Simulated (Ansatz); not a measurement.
# AlPt3N (built on the InNi3N structure): following an unstable mode

Aim: this structure of AlPt3N (built on the InNi3N structure) is to be tested for unstable modes, and one is followed downhill.

Method: DFT RPBE, scalar-relativistic, plane waves, PAW, in Ansatz 0.2.0.

Report form: inputs, costs, results and the conclusion, without the logs.

The structure was built from a prototype and need not be the compound's stable phase.

### Step 1. Set-up

The structure is cubic, space group Pm-3m (No. 221). Conventional cell: a = 4.209 Å, b = 4.209 Å, c = 4.209 Å, α = 90.00°, β = 90.00°, γ = 90.00°. Nearest to Al lie 12 Pt at 2.98 Å. Nearest to Pt lie 2 N at 2.10 Å. Nearest to N lie 6 Pt at 2.10 Å. Farther neighbours, and contacts between anions beyond the nearest, are not listed.

### Step 2. Phonons on a q mesh

Stability and thermal properties need the whole zone. Linear response on a 4×4×4 q mesh gives force constants as far as a supercell of that size would.

The input, input.yaml:

```yaml
crystal:
  lattice:
    - [4.2086436197, 0.0, 0.0]
    - [0.0, 4.2086436197, 0.0]
    - [0.0, 0.0, 4.2086436197]
  atoms:
    - { symbol: Al, position: [0.0, 0.0, 0.0] }
    - { symbol: Pt, position: [0.5, 0.5, 0.0] }
    - { symbol: Pt, position: [0.5, 0.0, 0.5] }
    - { symbol: Pt, position: [0.0, 0.5, 0.5] }
    - { symbol: "N", position: [0.5, 0.5, 0.5] }
kpoints:
  mp_grid: { grid: [8, 8, 8] }
hamiltonian:
  xc: rpbe
scf:
  occupations: { method: methfessel_paxton, width: 0.2 }
output:
  eigenvalues: true
phonons:
  method: dfpt
  qmesh: [4, 4, 4]
  temperatures: { t_max: 1000, t_step: 50 }
  qpath:
    path:
      - [[0.0, 0.0, 0.0], [0.0, 0.5, 0.0], [0.5, 0.5, 0.0], [0.0, 0.0, 0.0], [0.5, 0.5, 0.5], [0.0, 0.5, 0.0]]
      - [[0.5, 0.5, 0.5], [0.5, 0.5, 0.0]]
    npoints: 10
```

Run with:

```sh
$ ansatz run input.yaml --threads 8 --pin off --max-ram 14336MiB --backend cpu --events-out ev --progress --plain --runs-dir out
```

Elapsed: 8.5 min, on 8 threads of Arm Neoverse V2, shared host; peak memory 3.2 GiB; 65 min of CPU time.

Read from the output:

| Quantity | Value |
| --- | --- |
| volume per atom | 14.91 Å³ |
| gap on the k-mesh | 0 eV |
| sum-rule residual before enforcement | 5.60e-5 eV/Å² |
| lowest frequency on the path | -139.7 cm⁻¹ |
| point group | m-3m |
| highest frequency on path, mesh or solved points | 513.3 cm⁻¹ |
| highest optical mode at the zone centre (no LO-TO term) | 271.2 cm⁻¹ |
| lowest optical zone-centre mode | -139.7 cm⁻¹ |
| lowest mode on the q mesh (acoustic modes at Γ apart) | -139.7 cm⁻¹ |

Frequencies (cm⁻¹) solved at each irreducible wavevector; negative means imaginary. Frequencies by wavevector, by row:

| q in reciprocal lattice units | star | mode 1 | mode 2 | mode 3 | mode 4 | mode 13 | mode 14 | mode 15 |
| --- | --- | --- | --- | --- | --- | --- | --- | --- |
| 0 0 0 | 1 | -139.7 | -139.7 | -139.7 | -96.3 | 271.2 | 271.2 | 271.2 |
| 0 0 0.25 | 6 | -126.5 | -126.5 | -86.1 | -86.1 | 279.7 | 279.7 | 400.6 |
| 0 0 -0.5 | 3 | -105.7 | -105.7 | -83.4 | -69.5 | 290 | 290 | 513.3 |
| 0 0.25 0.25 | 12 | -109.2 | -88.9 | -83.9 | -69.7 | 288.6 | 394.8 | 395.5 |
| 0 0.25 -0.5 | 12 | -93.8 | -81.8 | -67.8 | -65.5 | 299.5 | 385.1 | 503.1 |
| 0 -0.5 -0.5 | 3 | -73.5 | -67.7 | -67.7 | -67.5 | 308 | 492 | 492 |
| 0.25 0.25 0.25 | 8 | -93.1 | -84.5 | -84.5 | -49.8 | 383.5 | 383.5 | 394.7 |
| 0.25 0.25 -0.5 | 12 | -86.8 | -82.3 | -63.3 | -25.8 | 372.7 | 384.4 | 497.7 |
| 0.25 -0.5 -0.5 | 6 | -73 | -73 | -66.7 | 32.3 | 380.6 | 492.8 | 492.8 |
| -0.5 -0.5 -0.5 | 1 | -65.7 | -65.7 | -65.7 | -27.9 | 489.4 | 489.4 | 489.4 |

Interpolated from a 4×4×4 q mesh. The phonon branches at the labelled points (cm⁻¹):

| point | branch 1 | branch 2 | branch 3 | branch 4 | branch 12 | branch 13 | branch 14 | branch 15 |
| --- | --- | --- | --- | --- | --- | --- | --- | --- |
| Γ | -140 | -140 | -140 | -96 | 62 | 271 | 271 | 271 |
| halfway | -126 | -126 | -86 | -86 | 125 | 280 | 280 | 401 |
| X | -106 | -106 | -83 | -70 | 159 | 290 | 290 | 513 |
| halfway | -94 | -82 | -68 | -66 | 159 | 300 | 385 | 503 |
| M | -74 | -68 | -68 | -68 | 162 | 308 | 492 | 492 |
| halfway | -109 | -89 | -84 | -70 | 142 | 289 | 395 | 396 |
| Γ | -140 | -140 | -140 | -96 | 62 | 271 | 271 | 271 |
| halfway | -93 | -84 | -84 | -50 | 156 | 384 | 384 | 395 |
| R | -66 | -66 | -66 | -28 | 190 | 489 | 489 | 489 |
| halfway | -87 | -82 | -63 | -26 | 166 | 373 | 384 | 498 |
| X | -106 | -106 | -83 | -70 | 159 | 290 | 290 | 513 |
| jump to R | -66 | -66 | -66 | -28 | 190 | 489 | 489 | 489 |
| halfway | -73 | -73 | -67 | 32 | 177 | 381 | 493 | 493 |
| M | -74 | -68 | -68 | -68 | 162 | 308 | 492 | 492 |

Symmetry leaves 10 wavevectors to solve. The lowest mode among them, the acoustic zeros apart, lies at Γ and is imaginary, 139.7i cm⁻¹, so the energy falls along it.

### Step 3. The mode frozen in, largest atomic shift 0 Å

The mode followed lies at Γ with frequency 139.7i cm⁻¹ and is 3-fold degenerate, the softest among the wavevectors solved. At small amplitude the pattern taken leaves space group no. 160 by a symmetry search on the positions. The undistorted cell that holds it gives the zero of energy on the same k mesh.

input.yaml, the sections that differ from step 2:

```yaml
output:
  forces: true
  stress: true
  eigenvalues: true
# crystal, kpoints, hamiltonian, scf: as in step 2
# phonons: removed
```

Run time: 0.74 s. Hardware: 8 threads; peak memory 0.46 GiB; 4.1 s of CPU time.

Read from the output:

```
pressure                         : -2.79e-4 GPa
energy from the undistorted cell : 0 meV/atom
```

The run ends at a pressure of 0.00 GPa.

### Step 4. The mode frozen in, largest atomic shift 0.22 Å

The atoms are moved along the unstable eigenvector, the largest shift by 0.22 Å, with the cell fixed.

input.yaml, the sections that differ from step 3:

```yaml
crystal:
  lattice:
    - [4.2086436197, 0.0, 0.0]
    - [0.0, 4.2086436197, 0.0]
    - [0.0, 0.0, 4.2086436197]
  atoms:
    - { symbol: Al, position: [0.0267797468, -0.0267797468, -0.0267797468] }
    - { symbol: Pt, position: [0.494458395, 0.505541605, -0.0052124533] }
    - { symbol: Pt, position: [0.494458395, -0.0052124533, 0.505541605] }
    - { symbol: Pt, position: [0.0052124533, 0.505541605, 0.505541605] }
    - { symbol: "N", position: [0.5301800463, 0.4698199537, 0.4698199537] }
# kpoints, hamiltonian, scf, output: as in step 3
```

Wall time 1.7 s (8 threads); peak memory 0.46 GiB; 11 s of CPU time.

Read from the output:

| Item | Value |
| --- | --- |
| pressure | 1.727 GPa |
| energy from the undistorted cell | -9.398 meV/atom |

The energy, extrapolated to zero smearing, is -9.40 meV/atom against the undistorted cell.

The run ends at a pressure of 1.73 GPa, with forces up to 0.50 eV/Å.

### Step 5. Energy along the mode, all amplitudes (two of the runs are shown above)

An imaginary frequency means negative curvature, so the energy should fall and then rise again as anharmonic terms take over.

This step gave:

```yaml
depth_at_the_lowest_point_sampled: 9.398 meV/atom
largest_atomic_shift_at_that_point: 0.22 Å
```

Table of energy from the parent by largest atomic shift:

| largest atomic shift (Å) | energy from the parent (meV/atom) |
| --- | --- |
| 0.000 | 0 |
| 0.040 | -0.612 |
| 0.080 | -2.30 |
| 0.140 | -5.92 |
| 0.220 | -9.40 |
| 0.320 | -5.35 |
| 0.450 | 21.4 |

Displacement at unit largest shift by atom:

| atom | x (Å) | y (Å) | z (Å) | size |
| --- | --- | --- | --- | --- |
| Al1 | 0.512 | -0.512 | -0.512 | 0.887 |
| Pt2 | -0.106 | 0.106 | -0.100 | 0.180 |
| Pt3 | -0.106 | -0.100 | 0.106 | 0.180 |
| Pt4 | 0.100 | 0.106 | 0.106 | 0.180 |
| N5 | 0.577 | -0.577 | -0.577 | 0.999 |

The lowest step is at 0.22 Å, 9.40 meV/atom below the parent, and the energy rises beyond it.

### Step 6. Relaxing from the distorted cell

Starting from the lowest point found, all atoms and the cell are let go, so that strain and other modes of the same symmetry can join in.

input.yaml: that of step 4 with these lines changed.

```diff
@@ -21 +21,6 @@
   eigenvalues: true
+relax:
+  adjacent_minimum: "off"
+  f_tol: 0.002
+  max_steps: 120
+  cell: { stress_tol: 0.03 }
```

Wall time 43 s (8 threads); peak memory 0.55 GiB.

Relaxation path:

| step | energy less that of the first step (eV) | largest force component (eV/Å) | pressure (GPa) | volume (Å³) |
| --- | --- | --- | --- | --- |
| 1 | 0.0000 | 0.4278 | 1.73 | 74.55 |
| 2 | -0.0407 | 0.1486 | -0.13 | 75.51 |
| 3 | -0.0326 | 0.3246 | 3.32 | 75.65 |
| 4 | -0.0706 | 0.0759 | -0.52 | 76.28 |
| 5 | -0.1131 | 0.1465 | 0.53 | 76.64 |
| 6 | -0.1970 | 0.3600 | 0.87 | 77.37 |
| 7 | -0.3412 | 0.6112 | -1.67 | 78.55 |
| 8 | -0.4541 | 0.3364 | -4.58 | 78.02 |
| 9 | -0.4492 | 0.2836 | 0.14 | 76.62 |
| 10 | -0.5421 | 0.0935 | -0.54 | 76.82 |
| 11 | -0.5444 | 0.0845 | -0.41 | 76.96 |
| 12 | -0.5454 | 0.0696 | -0.12 | 77.19 |
| 13 | -0.5474 | 0.0065 | -0.02 | 77.01 |
| 14 | -0.5474 | 0.0011 | 0.00 | 77.00 |
| 15* | -0.6261 | 0.0018 | 1.40 | 77.00 |
| 16 | -0.6542 | 0.0581 | 1.18 | 77.69 |
| 17 | -0.6748 | 0.0770 | 0.08 | 79.70 |
| 18 | -0.6751 | 0.0060 | 0.07 | 79.75 |
| 19 | -0.6751 | 0.0014 | -0.01 | 79.77 |
| 20* | -0.6796 | 0.0016 | 0.00 | 79.77 |
| 21 | -0.6796 | 0.0012 | 0.00 | 79.84 |
| 22* | -0.6796 | 0.0012 | 0.00 | 79.84 |

Relaxation steps marked * repeat the geometry before them on a plane-wave basis chosen anew for their cell, so energy and pressure can jump there. Relaxation steps 3, 9 were tried and not accepted.

Forces are held to the 6 operations that the program found; a distortion that breaks them can't arise in this run.

| cell as run | before | after | change |
| --- | --- | --- | --- |
| a (Å) | 4.209 | 4.409 | +4.8 % |
| b (Å) | 4.209 | 4.409 | +4.8 % |
| c (Å) | 4.209 | 4.409 | +4.8 % |
| α (°) | 90.00 | 76.84 | -14.6 % |
| β (°) | 90.00 | 103.16 | +14.6 % |
| γ (°) | 90.00 | 103.16 | +14.6 % |
| volume (Å³/atom) | 14.91 | 15.97 | +7.1 % |

The atoms that moved most (Å, as changes of fractional coordinates times the final cell):

| atom | dx | dy | dz | length |
| --- | --- | --- | --- | --- |
| Al1 | 0.288 | -0.288 | -0.288 | 0.499 |
| Pt4 | -0.086 | 0.068 | 0.068 | 0.129 |
| Pt2 | -0.068 | 0.068 | 0.086 | 0.129 |
| Pt3 | -0.068 | 0.086 | 0.068 | 0.129 |
| N5 | -0.067 | 0.067 | 0.067 | 0.116 |

Final coordinates:

```
Al Pt N
1.0
     4.35586   -0.48119   -0.48119
    -0.48119    4.35586    0.48119
    -0.48119    0.48119    4.35586
Al Pt N
1 3 1
Cartesian
  0.4304 -0.4304 -0.4304
  1.8454 2.0292 0.0685
  1.8454 0.0685 2.0292
  -0.5497 2.5104 2.5104
  1.7904 2.0843 2.0843
```

This step gave:

```
pressure        : 0.002550 GPa
volume per atom : 15.97 Å³
```

The distorted start has space group R3m; the relaxation ends in R3m.

### Step 7. The new phase in its own primitive cell

The relaxed structure is symmetrised, reduced to its primitive cell and relaxed tightly, as its phonons need.

The input, input.yaml:

```yaml
crystal:
  lattice:
    - [2.7398021035, 1.581825482, 3.0704853284]
    - [-2.7398021035, 1.581825482, 3.0704853284]
    - [0.0, -3.1636509639, 3.0704853284]
  atoms:
    - { symbol: Al, position: [0.080923, 0.080923, 0.080923] }
    - { symbol: Pt, position: [0.4821718005, 0.9882114662, 0.4821718005] }
    - { symbol: Pt, position: [0.9882114662, 0.4821718005, 0.4821718005] }
    - { symbol: Pt, position: [0.4821718005, 0.4821718005, 0.9882114662] }
    - { symbol: "N", position: [0.5176109692, 0.5176109692, 0.5176109692] }
kpoints:
  mp_grid: { grid: [9, 9, 9] }
hamiltonian:
  xc: rpbe
scf:
  occupations: { method: methfessel_paxton, width: 0.2 }
output:
  forces: true
  stress: true
  eigenvalues: true
relax:
  adjacent_minimum: "off"
  f_tol: 0.001
  max_steps: 60
  cell: { stress_tol: 0.01 }
```

The job ended after 17 s (8 threads; peak memory 0.58 GiB).

Relaxation path:

| step | energy less that of the first step (eV) | largest force component (eV/Å) | pressure (GPa) | volume (Å³) |
| --- | --- | --- | --- | --- |
| 1 | 0.0000 | 0.0273 | -0.02 | 79.84 |
| 2 | 0.0000 | 0.0251 | 0.03 | 79.86 |
| 3 | 0.0000 | 0.0169 | 0.01 | 79.98 |
| 4 | 0.0000 | 0.0049 | -0.03 | 80.00 |
| 5 | 0.0000 | 0.0024 | 0.02 | 79.96 |
| 6 | 0.0000 | 0.0003 | 0.00 | 79.97 |
| 7* | -0.0001 | 0.0003 | 0.00 | 79.97 |

Relaxation steps marked * repeat the geometry before them on a plane-wave basis chosen anew for their cell, so energy and pressure can jump there.

Forces are held to the 6 operations that the program found; a distortion that breaks them can't arise in this run.

| conventional cell, symmetrised | before | after | change |
| --- | --- | --- | --- |
| a (Å) | 5.480 | 5.477 | -0.0 % |
| b (Å) | 5.480 | 5.477 | -0.0 % |
| c (Å) | 9.211 | 9.234 | +0.2 % |
| volume (Å³/atom) | 15.97 | 15.99 | +0.2 % |

The relaxed structure:

```
Al Pt N
1.0
     2.73872    1.58120    3.07788
    -2.73872    1.58120    3.07788
     0.00000   -3.16241    3.07788
Al Pt N
1 3 1
Direct
  0.08099 0.08099 0.08099
  0.48197 0.98806 0.48197
  0.98806 0.48197 0.48197
  0.48197 0.48197 0.98806
  0.51811 0.51811 0.51811
```

Read from the output:

| Property | Result |
| --- | --- |
| pressure | 0.001474 GPa |
| volume per atom | 15.99 Å³ |

The largest force component left is 0.26 meV/Å and the pressure is 0.001 GPa, within the tolerances set. The cell now holds 15.99 Å³/atom.

### Step 8. Modes of the new phase, k-mesh 9×9×9

A relaxed structure may still be a saddle point, so its zone-centre modes are computed. No field response is asked, since the mesh shows no gap.

The input, input.yaml:

```yaml
crystal:
  lattice:
    - [2.7387249423, 1.5812035827, 3.0778837703]
    - [-2.7387249423, 1.5812035827, 3.0778837703]
    - [0.0, -3.1624071653, 3.0778837703]
  atoms:
    - { symbol: Al, position: [0.080988221, 0.080988221, 0.080988221] }
    - { symbol: Pt, position: [0.4819672423, 0.9880557149, 0.4819672423] }
    - { symbol: Pt, position: [0.9880557149, 0.4819672423, 0.4819672423] }
    - { symbol: Pt, position: [0.4819672423, 0.4819672423, 0.9880557149] }
    - { symbol: "N", position: [0.5181106159, 0.5181106159, 0.5181106159] }
kpoints:
  mp_grid: { grid: [9, 9, 9] }
hamiltonian:
  xc: rpbe
scf:
  occupations: { method: methfessel_paxton, width: 0.2 }
output:
  eigenvalues: true
phonons:
  method: dfpt
```

It took 94 s on 8 threads; peak memory 3.1 GiB.

Numbers from this step:

```yaml
sum_rule_residual_before_enforcement: 1.31e-4 eV/Å²
point_group: 3m
highest_optical_mode_at_the_zone_centre_no_lo_to_term: 455.7 cm⁻¹
lowest_optical_zone_centre_mode: -66.65 cm⁻¹
```

Patterns of degenerate modes are one choice out of their space. The modes at Γ (shares of kinetic energy by element, %) (negative means imaginary):

| mode | frequency (cm⁻¹) | symmetry | Al % | Pt % | N % |
| --- | --- | --- | --- | --- | --- |
| 1 | -66.7 | A2 | 0 | 100 | 0 |
| 2 | 0.0 | acoustic | 4 | 93 | 2 |
| 3 | 0.0 | acoustic | 4 | 93 | 2 |
| 4 | 0.0 | acoustic | 4 | 93 | 2 |
| 5 | 60.9 | E | 2 | 96 | 1 |
| 6 | 60.9 | E | 2 | 96 | 1 |
| 7 | 141.3 | E | 54 | 44 | 2 |
| 8 | 141.3 | E | 54 | 44 | 2 |
| 9 | 154.7 | E | 39 | 61 | 0 |
| 10 | 154.7 | E | 39 | 61 | 0 |
| 11 | 198.1 | A1 | 27 | 70 | 4 |
| 12 | 222.4 | A1 | 69 | 30 | 1 |
| 13 | 435.2 | E | 1 | 6 | 94 |
| 14 | 435.2 | E | 1 | 6 | 94 |
| 15 | 455.7 | A1 | 0 | 7 | 93 |

Displacements in mode 1 (-66.7 cm⁻¹), the largest set to 1:
```
Al1  0.00  0.00  0.00
Pt2 -0.50 -0.87  0.00
Pt3 -0.50  0.87  0.00
Pt4  1.00  0.00  0.00
N5   0.00  0.00  0.00
```

Displacements in mode 8 (141.3 cm⁻¹), the largest set to 1:
```
Al1  1.00  0.04  0.00
Pt2  0.03 -0.16 -0.04
Pt3  0.04  0.15  0.04
Pt4 -0.24  0.00  0.00
N5   0.28  0.01  0.00
```

Before it was imposed, the acoustic sum rule was missed by 1.3e-4 eV/Å². Small misses are needed for a sound result but don't prove that mesh and cutoff are converged. The lowest optical mode is imaginary, 66.7i cm⁻¹, so the energy falls along it.

### Step 9. Results

- unstable mode of the parent: q = (0, 0, 0), 140i cm⁻¹
- depth at the lowest point sampled: 9.40 meV/atom
- largest atomic shift at that point: 0.22 Å
- space group reached: R3m
- energy gained over the parent (first relaxation, on the mesh of the frozen mode): 146 meV/atom
- volume per atom, phase reached: 16.0 Å³
- lowest optical zone-centre mode, phase reached: -66.7 cm⁻¹
- highest optical mode at the zone centre (no LO-TO term), phase reached: 456 cm⁻¹

What this shows: Along this mode the structure falls into R3m, 146 meV/atom below the parent. At the parent's cell the well is 9.398 meV/atom deep on the steps tried, with its lowest point at a shift of 0.22 Å. Relaxing atoms and cell changes the gain by +136.16 meV/atom against the lowest step (energies at zero smearing). Most of the total comes from this relaxation. The new phase still has an imaginary mode at the zone centre of its cell, so it is a saddle point on the way to a lower structure. Of the 6 patterns followed from this parent, this one ends 215 meV/atom above the lowest, Pmma. Each path keeps the symmetry of its pattern, so a lower phase may lie along a pattern not tried. With no gap, or one that is small against the smearing, the frequencies hang on the k mesh and the smearing, most of all near Kohn anomalies. Spin-orbit coupling is left out, which can matter for the heavy elements here. The starting cell was built on a prototype and not taken from a measurement, so the phase need not exist.

[Long decimals in the printed logs are rounded to 6 places.]

[Logs are printed without paths, hosts, clocks, repeated set-up lines and the standing remarks that a program may print on its own settings, such as how far it seeks lower states.]

[Hosts, paths, dates, database ids (printed as entryN), source tags and the programs' standing remarks are cut or masked in the printed files.]

[Where the starting crystal was built by hand or by swapping elements, it need not be the compound's stable phase.]
